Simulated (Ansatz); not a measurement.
# SiTe2 monolayer (1T) under uniaxial strain along the armchair direction, normal to a, with the width clamped, part 3 of 3

Aim: how do the optical modes of SiTe2 monolayer (1T) shift and split under this strain?

Ansatz 0.2.0; DFT PBEsol, scalar-relativistic, plane waves, PAW; PAW set soft_1.

So far, highest optical mode at the zone centre (no LO-TO term) (cm⁻¹): step 4 (zone-centre response at rest) 304; step 6 (strain 5 %) 301.

## Step 7: Relaxation of a member: uniaxial strain of -3 % along the armchair direction, normal to a, with the width clamped (continued)

The steps of the relaxation:

| step | energy less that of the first step (eV) | largest force component (eV/Å) |
| --- | --- | --- |
| 1 | 0.0000 | 0.0438 |
| 2 | 0.0002 | 0.0870 |
| 3 | -0.0005 | 0.0101 |
| 4 | -0.0005 | 0.0005 |
| 5 | -0.0005 | 0.0005 |

Relaxation step 2 was tried and not accepted.

The run keeps the 4 symmetry operations that it works with, so distortions that break them were not tested.

The atoms that moved most (Å):

| atom | dx | dy | dz | length |
| --- | --- | --- | --- | --- |
| Te3 | 0.000 | -0.010 | -0.004 | 0.011 |
| Te2 | 0.000 | 0.010 | 0.004 | 0.011 |

The relaxed structure:

```
Si Te
1.0
     3.73961    0.00000    0.00000
    -1.86980    3.14144    0.00000
     0.00000    0.00000   30.42400
Si Te
1 2
Cartesian
  0.0000 0.0000 10.0000
  0.0000 2.1187 11.6291
  1.8698 1.0228 8.3709
```

Numbers from this step:

```yaml
area_per_atom: 3.916 Å²
```

The largest force component left is 0.54 meV/Å.

## Step 8: Zone-centre modes of the member: uniaxial strain of -3 % along the armchair direction, normal to a, with the width clamped

The zone-centre modes follow for uniaxial strain of -3 % along the armchair direction, normal to a, with the width clamped.

File input.yaml:

```yaml
crystal:
  lattice:
    - [3.7396058904, 0.0, 0.0]
    - [-1.8698029452, 3.1414358902, 0.0]
    - [0.0, 0.0, 30.424]
  atoms:
    - { symbol: Si, position: [0.0, 0.0, 0.328687878] }
    - { symbol: Te, position: [0.3372133374, 0.6744266749, 0.382235339] }
    - { symbol: Te, position: [0.6627866626, 0.3255733251, 0.275140417] }
  periodic: [true, true, false]
kpoints:
  mp_grid: { grid: [15, 15, 1] }
hamiltonian:
  xc: pbesol
  pseudopotentials: { kind: paw, azcp: { folder: soft_1 }, xc_functional: pbe }
scf:
  occupations: { method: methfessel_paxton, width: 0.2 }
output:
  eigenvalues: true
phonons:
  method: dfpt
```

The run is started by

```bash
ansatz run input.yaml --threads 8 --pin off --max-ram 16384MiB --backend cpu --events-out ev --progress --plain --runs-dir out
```

Numbers of over 12 decimals in the logs are rounded to 6 here.

Output:

```text
[...]
Crystal: 3 atoms, lattice volume = 357.413 Å³
Basis set: ecut = 420 eV, 6961 PW (Γ), exchange–correlation on 50×50×432 points (8 copies of the dense FFT grid, shifted against one another)
Bands: 22, of which v1, the nominal top of the filled ones, is band 18 counted from 1 (17 counted from 0)
Symmetry: 4 space group operations
[...]
k-point 63: bands = [... 14 lower, -8.8049, -8.0156, -6.9499, -5.7256, -3.5278, -1.7332, -0.1085, 0.4529]
  ° read free of the cell's end (the report's vacuum.weakly_bound_levels)
[...]
ASR residual: 4.988e-5 → 0.000e0 eV/Å²; symmetrization residual: 1.113e-5 eV/Å²
[...]
ASR residual per site (eV/Å²): 2.99e-5 4.91e-5 4.99e-5
  Γ frequencies (cm⁻¹): 0.00 0.00 0.00 84.58 84.84 148.34 211.21 213.67 305.82
[...]
[key lines of the parts left out:]
SCF converged after 10 iterations
Free energy (F): -14424.545935 eV
Fermi energy:    -4.679581 eV
```

Elapsed: 64 s, on 8 threads of Arm Neoverse V2, shared host; peak memory 2 GiB; 7.6 min of CPU time.

This step gave:

| Property | Result |
| --- | --- |
| sum-rule residual before enforcement | 4.99e-5 eV/Å² |
| highest optical mode at the zone centre (no LO-TO term) | 305.8 cm⁻¹ |
| lowest optical zone-centre mode | 84.58 cm⁻¹ |

Patterns of degenerate modes are one choice out of their space. The modes at Γ (shares of kinetic energy by element, %):

| mode | frequency (cm⁻¹) | symmetry | Si % | Te % |
| --- | --- | --- | --- | --- |
| 1 | 0.0 | acoustic | 10 | 90 |
| 2 | 0.0 | acoustic | 10 | 90 |
| 3 | 0.0 | acoustic | 10 | 90 |
| 4 | 84.6 | Bg | 0 | 100 |
| 5 | 84.8 | Ag | 0 | 100 |
| 6 | 148.3 | Ag | 0 | 100 |
| 7 | 211.2 | Au | 90 | 10 |
| 8 | 213.7 | Bu | 90 | 10 |
| 9 | 305.8 | Bu | 90 | 10 |

The lowest optical mode is real, 84.6 cm⁻¹, and the highest lies at 305.8 cm⁻¹.

## Step 9: The series together

The members are set side by side, also those not shown above.

Energies are extrapolated to zero smearing, and E0 is that at rest; the cell is clamped and the atoms are relaxed; all runs use 15×15×1 k points and Methfessel-Paxton smearing of 0.2 eV. State of the crystal along the series:

| strain (%) | E - E0 (meV/atom) |
| --- | --- |
| -3 | 7.04 |
| -2 | 3.011 |
| -1 | 0.7174 |
| 0 | 0 |
| 1 | 0.6186 |
| 2 | 2.437 |
| 3 | 5.46 |
| 4 | 9.712 |
| 5 | 15.12 |

Optical modes are counted from below at rest and tracked from member to member by their patterns, and modes that stay within 0.3 cm⁻¹ of each other stand once; labels, where given, are those at rest, then, where named, those of the strained cell; the cell is clamped and the atoms are relaxed; all runs use 15×15×1 k points and Methfessel-Paxton smearing of 0.2 eV. Optical modes along the series:

| strain (%) | optical mode 1 Eg to Bg single part (cm⁻¹) | optical mode 2 Eg to Ag single part (cm⁻¹) | optical mode 3 A1g to Ag (cm⁻¹) | optical mode 4 Eu to Bu single part (cm⁻¹) | optical mode 5 Eu to Au single part (cm⁻¹) | optical mode 6 A2u to Bu (cm⁻¹) |
| --- | --- | --- | --- | --- | --- | --- |
| -3 | 84.58 | 84.84 | 148.3 | 213.7 | 211.2 | 305.8 |
| -2 | 84.05 | 83.95 | 148.3 | 211.6 | 208.9 | 304.7 |
| -1 | 83.38 | 83.05 | 148.1 | 209.1 | 206.9 | 304.1 |
| 0 | 82.48 | 82.48 | 147.5 | 206 | 206 | 304.2 |
| 1 | 81.31 | 82.37 | 146.9 | 202.7 | 206.6 | 305.1 |
| 2 | 79.56 | 82.52 | 146.2 | 199.5 | 207.7 | 305.7 |
| 3 | 76.73 | 82.69 | 145.6 | 195.9 | 209 | 305.1 |
| 4 | 72.78 | 82.72 | 144.7 | 191.9 | 210 | 303.5 |
| 5 | 68.87 | 82.57 | 143.6 | 187.4 | 211.1 | 301.1 |

Value and slope at zero strain of a cubic (a lower polynomial where under five rows exist) through the rows within 2 % of rest. Slopes at rest:

| mode | frequency (cm⁻¹) | shift per percent of strain (cm⁻¹) |
| --- | --- | --- |
| optical mode 1 Eg to Bg single part | 82.5 | -1.01 |
| optical mode 2 Eg to Ag single part | 82.5 | -0.33 |
| optical mode 3 A1g to Ag | 147.5 | -0.63 |
| optical mode 4 Eu to Bu single part | 206 | -3.27 |
| optical mode 5 Eu to Au single part | 206.1 | -0.09 |
| optical mode 6 A2u to Bu | 304.3 | 0.56 |

## Step 10: What came out

- members: 9
- highest optical mode at the zone centre (no LO-TO term), at rest: 304.2 cm⁻¹
- optical mode 3 A1g to Ag, shift per percent: -0.63 cm⁻¹
- optical mode 4 Eu to Bu single part, shift per percent: -3.27 cm⁻¹
- optical mode 5 Eu to Au single part, shift per percent: -0.09 cm⁻¹
- optical mode 6 A2u to Bu, shift per percent: 0.56 cm⁻¹

The strain lowers the symmetry: the level at 206.0 cm⁻¹ splits, into 187.4 and 211.1 cm⁻¹ at +5 %. Within 2 % of rest several modes bend away from a straight line, so single slopes hold only near rest. The fastest shift in the table of slopes is -3.3 cm⁻¹ for each percent (optical mode 4 Eu to Bu single part). The width is clamped, so the contraction across the strain that a free sheet shows is left out. These are harmonic frequencies at zero temperature: anharmonic shifts, linewidths and thermal expansion are left out. Spin-orbit coupling is left out, which can matter for the heavy elements here. With no gap, or one that is small against the smearing, the frequencies hang on the k mesh and the smearing, most of all near Kohn anomalies. A semilocal functional can close a gap that the real compound would have, so the metallic treatment may be an artefact of the level. The starting cell was built on a prototype and not taken from a measurement. The PAW files were made for PBE; the program adapts parts of them to the functional of the run, but their partial waves stay those of PBE, an approximation that was not tested in this session. Only the zone centre was solved, so an instability at another wavevector cannot show here.

[Logs are printed without paths, hosts, clocks, repeated set-up lines and the standing remarks that a program may print on its own settings, such as how far it seeks lower states.]

[Hosts, paths, dates, database ids (printed as entryN), source tags and the programs' standing remarks are cut or masked in the printed files.]
